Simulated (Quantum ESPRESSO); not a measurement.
# CuF2: which magnetic order is lowest, part 2 of 3

Aim: find out which collinear order of CuF2 costs least.

Quantum ESPRESSO 7.5; PBEsol with U = 6 eV on Cu d (ortho-atomic projectors); plane waves with GBRV 1.5 PBEsol potentials, no spin-orbit coupling.

So far, absolute magnetization (μB): step 2 (run 1 (ferro ++)) 2.11.

**3. Start 2: antiferro +−**

The input, pw.in:

```
&CONTROL
  calculation = 'scf'
  prefix = 'pwscf'
  outdir = './tmp'
  pseudo_dir = './pseudo'
  disk_io = 'nowf'
/
&SYSTEM
  ibrav = 0
  celldm(1) = 8
  nat = 6
  ntyp = 3
  ecutwfc = 40
  ecutrho = 280
  nbnd = 44
  occupations = 'smearing'
  smearing = 'fd'
  degauss = 0.00367493
  nspin = 2
  starting_magnetization(1) = 0.0526
  starting_magnetization(2) = -0.0526
  starting_magnetization(3) = 0
/
&ELECTRONS
  conv_thr = 1.2d-08
  electron_maxstep = 150
  mixing_beta = 0.3
/
ATOMIC_SPECIES
Cu1    63.5460 cu_pbesol_v1.2.uspp.F.UPF
Cu2    63.5460 cu_pbesol_v1.2.uspp.F.UPF
F      18.9984 f_pbesol_v1.4.uspp.F.UPF
CELL_PARAMETERS alat
   0.7842363417197    0.0000000000000    0.0000000000000
   0.0000000000000    1.0724195757251    0.0000000000000
  -0.6583022279400    0.0000000000000    1.0768918614287
ATOMIC_POSITIONS crystal
Cu1     0.0000000000    0.0000000000    0.0000000000
Cu2     0.0000000000    0.5000000000    0.5000000000
F       0.2560000000    0.3000000000    0.3000000000
F       0.7440000000    0.8000000000    0.2000000000
F       0.7440000000    0.7000000000    0.7000000000
F       0.2560000000    0.2000000000    0.8000000000
K_POINTS automatic
8 4 4 0 0 0
HUBBARD {ortho-atomic}
U Cu1-3d 6.0000
U Cu2-3d 6.0000
```

Command:

```console
$ OMP_NUM_THREADS=1 mpirun -n 4 pw.x -nk 4 -in pw.in > pw.out
```

The log of the run:

```text
[banner, memory and clock lines left out]
Program PWSCF v.7.5 starts

     Message from routine setup:
     using ibrav=0 with symmetry is DISCOURAGED, use correct ibrav instead

     bravais-lattice index     =            0
     lattice parameter (alat)  =       8.0000  a.u.
     unit-cell volume          =     463.7178 (a.u.)^3
     number of atoms/cell      =            6
     number of atomic types    =            3
     number of electrons       =        66.00
     number of Kohn-Sham states=           44
     kinetic-energy cutoff     =      40.0000  Ry
     charge density cutoff     =     280.0000  Ry
     scf convergence threshold =      1.2E-08
     mixing beta               =       0.3000
     number of iterations used =            8  plain     mixing
     Exchange-correlation= SLA  PW   PSX  PSC
                           (   1   4  10   8   0   0   0)
     Hubbard projectors: ortho-atomic
     Hubbard parameters of DFT+U (Dudarev formulation) in eV:
     U(Cu1-3d) =  6.0000
     U(Cu2-3d) =  6.0000

     Internal variables: lda_plus_u =T, lda_plus_u_kind = 0

     Internal variables: orbital_resolved =F, hub_pot_fix =F, apply_U = F

     celldm(1)=   8.000000  celldm(2)=   0.000000  celldm(3)=   0.000000
     celldm(4)=   0.000000  celldm(5)=   0.000000  celldm(6)=   0.000000

     crystal axes: (cart. coord. in units of alat)
               a(1) = (   0.784236   0.000000   0.000000 )
               a(2) = (   0.000000   1.072420   0.000000 )
               a(3) = (  -0.658302   0.000000   1.076892 )

     reciprocal axes: (cart. coord. in units 2 pi/alat)
               b(1) = (  1.275126 -0.000000  0.779482 )
               b(2) = (  0.000000  0.932471 -0.000000 )
               b(3) = (  0.000000  0.000000  0.928598 )

     PseudoPot. # 1 for Cu read from file:
     cu_pbesol_v1.2.uspp.F.UPF
     Pseudo is Ultrasoft + core correction, Zval = 19.0

     PseudoPot. # 2 for Cu read from file:
     cu_pbesol_v1.2.uspp.F.UPF
     Pseudo is Ultrasoft + core correction, Zval = 19.0

     PseudoPot. # 3 for F  read from file:
     f_pbesol_v1.4.uspp.F.UPF
     Pseudo is Ultrasoft, Zval =  7.0

     atomic species   valence    mass     pseudopotential
     Cu1              19.00    63.54600     Cu( 1.00)
     Cu2              19.00    63.54600     Cu( 1.00)
     F                 7.00    18.99840     F ( 1.00)

     Starting magnetic structure
     atomic species   magnetization
     Cu1             0.053
     Cu2            -0.053
     F               0.000

      2 Sym. Ops., with inversion, found

   Cartesian axes

     site n.     atom                  positions (alat units)
         1        Cu1    tau(   1) = (   0.0000000   0.0000000   0.0000000  )
         2        Cu2    tau(   2) = (  -0.3291511   0.5362098   0.5384459  )
         3        F      tau(   3) = (   0.0032738   0.3217259   0.3230676  )
         4        F      tau(   4) = (   0.4518114   0.8579357   0.2153784  )
         5        F      tau(   5) = (   0.1226603   0.7506937   0.7538243  )
         6        F      tau(   6) = (  -0.3258773   0.2144839   0.8615135  )

     number of k points=    68  Fermi-Dirac smearing, width (Ry)=  0.0037
                       cart. coord. in units 2pi/alat
        k(    1) = (   0.0000000   0.0000000   0.0000000), wk =   0.0078125
        k(    2) = (   0.0000000   0.0000000   0.2321496), wk =   0.0156250
        k(    3) = (   0.0000000   0.0000000  -0.4642992), wk =   0.0078125
        k(    4) = (   0.0000000   0.2331177   0.0000000), wk =   0.0156250
        k(    5) = (   0.0000000   0.2331177   0.2321496), wk =   0.0156250
        [... 63 further k-points ...]

     Dense  grid:    36723 G-vectors     FFT dimensions: (  36,  45,  54)

     Smooth grid:    15901 G-vectors     FFT dimensions: (  25,  36,  45)

     Generating pointlists ...
     new r_m :   0.1858 (alat units)  1.4865 (a.u.) for type    1
     new r_m :   0.1858 (alat units)  1.4865 (a.u.) for type    2
     new r_m :   0.1858 (alat units)  1.4865 (a.u.) for type    3

     Initial potential from superposition of free atoms

     starting charge      64.0000, renormalised to      66.0000

     STARTING HUBBARD OCCUPATIONS:

     =================== HUBBARD OCCUPATIONS ===================
     ------------------------ ATOM    1 ------------------------
     Tr[ns(  1)] (up, down, total) =   5.00000  3.00000  8.00000
     Atomic magnetic moment for atom   1 =   2.00000
     [... lines left out ...]
     ------------------------ ATOM    2 ------------------------
     Tr[ns(  2)] (up, down, total) =   3.00000  5.00000  8.00000
     Atomic magnetic moment for atom   2 =  -2.00000
     [... lines left out ...]
     Number of occupied Hubbard levels =   16.0000

     Atomic wfc used for Hubbard projectors are orthogonalized

     Starting wfcs are   42 randomized atomic wfcs +    2 random wfcs

     Self-consistent Calculation

     iteration #  1     ecut=    40.00 Ry     beta= 0.30
     Davidson diagonalization with overlap
     ethr =  1.00E-02,  avg # of iterations =  5.3

     =================== HUBBARD OCCUPATIONS ===================
     ------------------------ ATOM    1 ------------------------
     Tr[ns(  1)] (up, down, total) =   4.91516  4.10557  9.02073
     Atomic magnetic moment for atom   1 =   0.80959
     [... lines left out ...]
     ------------------------ ATOM    2 ------------------------
     Tr[ns(  2)] (up, down, total) =   4.10533  4.91507  9.02041
     Atomic magnetic moment for atom   2 =  -0.80974
     [... lines left out ...]
     Number of occupied Hubbard levels =   18.0411

     Threshold (ethr) on eigenvalues was too large:
     Diagonalizing with lowered threshold

     Davidson diagonalization with overlap
     ethr =  9.47E-04,  avg # of iterations =  1.1

     total energy              =   -1000.78862633 Ry
     estimated scf accuracy    <       0.72167399 Ry

     total magnetization       =     0.00 Bohr mag/cell
     absolute magnetization    =     1.97 Bohr mag/cell

     iteration #  2     ecut=    40.00 Ry     beta= 0.30
     Davidson diagonalization with overlap
     ethr =  1.09E-03,  avg # of iterations =  2.0

     total energy              =   -1000.95072986 Ry
     estimated scf accuracy    <       0.06563732 Ry

     total magnetization       =     0.00 Bohr mag/cell
     absolute magnetization    =     1.86 Bohr mag/cell

     [... further iterations left out ...]

     iteration # 13     ecut=    40.00 Ry     beta= 0.30
     Davidson diagonalization with overlap
     ethr =  1.92E-10,  avg # of iterations =  2.0

     total energy              =   -1000.95686858 Ry
     estimated scf accuracy    <       0.00000002 Ry

     total magnetization       =    -0.00 Bohr mag/cell
     absolute magnetization    =     1.93 Bohr mag/cell

     iteration # 14     ecut=    40.00 Ry     beta= 0.30
     Davidson diagonalization with overlap
     ethr =  2.56E-11,  avg # of iterations =  1.6

     Magnetic moment per site  (integrated on atomic sphere of radius R)
     atom   1 (R=0.186)  charge= 16.2532  magn=  0.8027
     atom   2 (R=0.186)  charge= 16.2541  magn= -0.8026
     atom   3 (R=0.186)  charge=  6.3221  magn=  0.0012
     atom   4 (R=0.186)  charge=  6.3216  magn= -0.0012
     atom   5 (R=0.186)  charge=  6.3221  magn=  0.0012
     atom   6 (R=0.186)  charge=  6.3216  magn= -0.0012

     End of self-consistent calculation

     =================== HUBBARD OCCUPATIONS ===================
     ------------------------ ATOM    1 ------------------------
     Tr[ns(  1)] (up, down, total) =   4.96414  4.15519  9.11933
     Atomic magnetic moment for atom   1 =   0.80895
     [... lines left out ...]
     ------------------------ ATOM    2 ------------------------
     Tr[ns(  2)] (up, down, total) =   4.15519  4.96414  9.11933
     Atomic magnetic moment for atom   2 =  -0.80894
     [... lines left out ...]
     Number of occupied Hubbard levels =   18.2387

     Number of k-points >= 100: set verbosity='high' to print the bands.

     the Fermi energy is     6.0505 ev

!    total energy              =   -1000.95686863 Ry
     estimated scf accuracy    <       0.00000001 Ry
     smearing contrib. (-TS)   =      -0.00000000 Ry
     internal energy E=F+TS    =   -1000.95686863 Ry

     The total energy is F=E-TS. E is the sum of the following terms:
     one-electron contribution =    -791.24468849 Ry
     hartree contribution      =     425.30828085 Ry
     xc contribution           =    -113.51309209 Ry
     ewald contribution        =    -521.60838012 Ry
     Hubbard energy            =       0.10101122 Ry

     total magnetization       =     0.00 Bohr mag/cell
     absolute magnetization    =     1.93 Bohr mag/cell

     convergence has been achieved in  14 iterations
```

Elapsed: 76 s, on 4 MPI ranks of Arm Neoverse V1, shared host; peak memory 0.62 GiB; 5.1 min of CPU time.

Spin moment in the atom's sphere by atom:

```
atom  spin moment in the atom's sphere (μB)
 Cu1                                  0.803
 Cu2                                 -0.803
  F3                                  0.001
  F4                                 -0.001
  F5                                  0.001
  F6                                 -0.001
```

Read from the output:

* smearing term TS: 5.90e-14 eV
* magnetization: 0 μB
* absolute magnetization: 1.932 μB
* final state: antiferromagnetic

**4. The states side by side**

An order is kept where moments of 0.15 μB or more survive with the typed signs; meshes match where a doubled cell samples the same k points as the first cell.

Orders:

```
       start        final state  typed order kept  energy over the lowest (meV a seeded atom)  largest site moment (μB)  net moment (μB a cell of the first run)  mesh matched  CPU time (s)
    ferro ++      ferromagnetic               yes                                       20.91                    0.8201                                        2           yes         329.4
antiferro +-  antiferromagnetic               yes                                           0                    0.8027                                        0           yes         305.2
```

**5. The lowest state again, with its states saved**

Changes to pw.in since step 3:

```diff
@@ -5,3 +5,3 @@
   pseudo_dir = './pseudo'
-  disk_io = 'nowf'
+  disk_io = 'low'
 /
@@ -14,3 +14,3 @@
   ecutrho = 280
-  nbnd = 44
+  nbnd = 48
   occupations = 'smearing'
```

The log of the run:

```text
     [... lines left out ...]
Program PWSCF v.7.5 starts
     [... lines left out ...]
     number of atoms/cell      =            6
     [... lines left out ...]
     number of electrons       =        66.00
     number of Kohn-Sham states=           48
     kinetic-energy cutoff     =      40.0000  Ry
     charge density cutoff     =     280.0000  Ry
     scf convergence threshold =      1.2E-08
     [... lines left out ...]
      2 Sym. Ops., with inversion, found
     [... lines left out ...]
     number of k points=    68  Fermi-Dirac smearing, width (Ry)=  0.0037
     [... lines left out ...]
     iteration # 14     ecut=    40.00 Ry     beta= 0.30
     [... lines left out ...]
     Magnetic moment per site  (integrated on atomic sphere of radius R)
     atom   1 (R=0.186)  charge= 16.2532  magn=  0.8027
     atom   2 (R=0.186)  charge= 16.2541  magn= -0.8026
     atom   3 (R=0.186)  charge=  6.3221  magn=  0.0012
     atom   4 (R=0.186)  charge=  6.3216  magn= -0.0012
     atom   5 (R=0.186)  charge=  6.3221  magn=  0.0012
     atom   6 (R=0.186)  charge=  6.3216  magn= -0.0012
     [... lines left out ...]
     Tr[ns(  1)] (up, down, total) =   4.96414  4.15520  9.11933
     [... lines left out ...]
     Tr[ns(  2)] (up, down, total) =   4.15520  4.96414  9.11933
     [... lines left out ...]
     the Fermi energy is     6.1278 ev
!    total energy              =   -1000.95686863 Ry
     estimated scf accuracy    <       0.00000001 Ry
     smearing contrib. (-TS)   =      -0.00000000 Ry
     [... lines left out ...]
     total magnetization       =    -0.00 Bohr mag/cell
     absolute magnetization    =     1.93 Bohr mag/cell
     convergence has been achieved in  14 iterations
```

It took 80 s on 4 MPI ranks; peak memory 0.63 GiB.

Read from the output:

| Quantity | Value |
| --- | --- |
| smearing term TS | 2.56e-13 eV |
| magnetization | 0 μB |
| absolute magnetization | 1.932 μB |
| final state | antiferromagnetic |
| largest moment | 0.8027 μB |

[end of part 2 of 3]

[Logs and program files are shortened in this print: banners, set-up blocks, solver, clock and traceback lines can be left out without a mark of their own.]

[Logs are printed without paths, hosts, clocks, repeated set-up lines and the standing remarks that a program may print on its own settings, such as how far it seeks lower states.]

[Hosts, paths, dates, database ids (printed as entryN), source tags and the programs' standing remarks are cut or masked in the printed files.]

[Where a cell is said to come from a database of computed structures, the database is the Materials Project.]
